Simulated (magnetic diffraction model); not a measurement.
# Which magnetic order? CrAgBiS₄

Space group P1 (no. 1), a = 6.4850 Å, b = 6.5680 Å, c = 8.0110 Å, α = 88.37°, β = 89.03°, γ = 65.36°.

| site | atom | x | y | z |
| --- | --- | --- | --- | --- |
| 1a | Bi | 0.3740 | 0.2976 | 0.2551 |
| 1a | Bi | 0.6228 | 0.6980 | 0.7589 |
| 1a | Ag | 0.3479 | 0.3621 | 0.7604 |
| 1a | Ag | 0.6522 | 0.6987 | 0.2477 |
| 1a | Cr | 0.9977 | 0.9999 | 0.0015 |
| 1a | Cr | 0.0122 | 0.9836 | 0.4747 |
| 1a | S | 0.2662 | 0.8769 | 0.7424 |
| 1a | S | 0.2748 | 0.4696 | 0.4563 |
| 1a | S | 0.2543 | 0.4837 | 0.0526 |
| 1a | S | 0.2736 | 0.0384 | 0.2508 |
| 1a | S | 0.7243 | 0.3573 | 0.7687 |
| 1a | S | 0.7032 | 0.8162 | 0.9481 |
| 1a | S | 0.7190 | 0.8112 | 0.5558 |
| 1a | S | 0.7135 | 0.1814 | 0.2467 |

This is a made-up structure (elements placed in a structure type, unrelaxed), so the numbers test the method and describe no known phase.

Only Cr is taken to order (form factors of Cr4+); orders and moment sizes are assumed, and not adapted to the symmetry. Radiation: neutrons of λ = 2.36 Å, 3° to 30°; isotropic B of 0.2 Å² (Bi), 0.24 Å² (Ag), 0.26 Å² (Cr) and 0.34 Å² (S). Simulated constant-wavelength pattern: nuclear and magnetic terms add, the magnetic one as |2.695 fm × Σ f S⊥ exp(2πi Q·r) exp(−B s²)|², summed over all Q at one angle with the factor 1/(sin²θ cos θ). For collinear order S is the moment m, which repeats by lattice and centring translations R with the sign exp(−2πi k·R). Free-ion form factors, Sears's scattering lengths of 1992, no absorption; a label names one of the reflections at its angle. The strongest nuclear line in the range is 100, and lines under 0.2 are left out.

Above the ordering temperature:

```tsv
2θ (°)	index	I
16.95	(0 0 1)	0.8
22.81	(0 1 0)	6.0
23.10	(1 0 0)	100.0
24.82	(1 1 0)	16.2
28.22	(0 1 1)	43.0
28.71	(1 0 1)	10.8
28.86	(1 0 -1)	9.5
28.88	(0 1 -1)	35.1
29.82	(1 1 1)	21.4
```

Below it (cell unchanged):

```tsv
2θ (°)	I
14.24	33.1
14.32	35.8
16.95	0.8
22.27	18.6
22.73	16.1
22.81	6.0
23.10	100.0
24.82	16.2
28.02	1.5
28.15	1.4
28.22	43.0
28.71	10.8
28.86	9.5
28.88	35.1
29.82	21.4
```

**Question.** Find the propagation vector, then choose among these models:
A. collinear moments along [111], 1.81 μB on Cr; signs + at (0.9977, 0.9999, 0.0015), − at (0.0122, 0.9836, 0.4747)
B. collinear moments along [001], 1.81 μB on Cr; signs + at (0.9977, 0.9999, 0.0015), − at (0.0122, 0.9836, 0.4747)
C. collinear moments along [111], 1.81 μB on Cr; signs + at (0.9977, 0.9999, 0.0015), + at (0.0122, 0.9836, 0.4747)
D. collinear moments along [001], 1.81 μB on Cr; signs + at (0.9977, 0.9999, 0.0015), + at (0.0122, 0.9836, 0.4747)

The new lines index as (1/2 0 1/2) at 14.24°, (1/2 0 -1/2) at 14.32°, (1/2 1 1/2) at 22.27° and (1/2 1 -1/2) at 22.73°, that is as H ± k with k = (1/2 0 1/2). Half indices mean that the moments reverse under translations with k·R a half-integer, and the magnetic cell has twice the primitive volume.

Magnetic intensity, observed (below minus above) and for each model:

| 2θ (°) | index | observed | A | B | C | D |
| --- | --- | --- | --- | --- | --- | --- |
| 14.24 | (1/2 0 1/2) | 33.1 | 26.7 | 33.1 | 24.7 | 30.6 |
| 14.32 | (1/2 0 -1/2) | 35.8 | 55.0 | 35.8 | 42.4 | 27.6 |
| 22.27 | (1/2 1 1/2) | 18.6 | 4.6 | 18.6 | 3.5 | 14.0 |
| 22.73 | (1/2 1 -1/2) | 16.1 | 15.2 | 16.1 | 14.4 | 15.3 |
| 28.02 | (1/2 0 3/2) | 1.5 | 4.5 | 1.5 | 6.9 | 2.3 |
| 28.15 | (1/2 0 -3/2) | 1.4 | 7.0 | 1.4 | 12.8 | 2.6 |

Model B matches.

The structure used: k = (1/2 0 1/2), collinear moments along [001], 1.81 μB on Cr; signs + at (0.9977, 0.9999, 0.0015), − at (0.0122, 0.9836, 0.4747).

[Logs are printed without paths, hosts, clocks, repeated set-up lines and the standing remarks that a program may print on its own settings, such as how far it seeks lower states.]
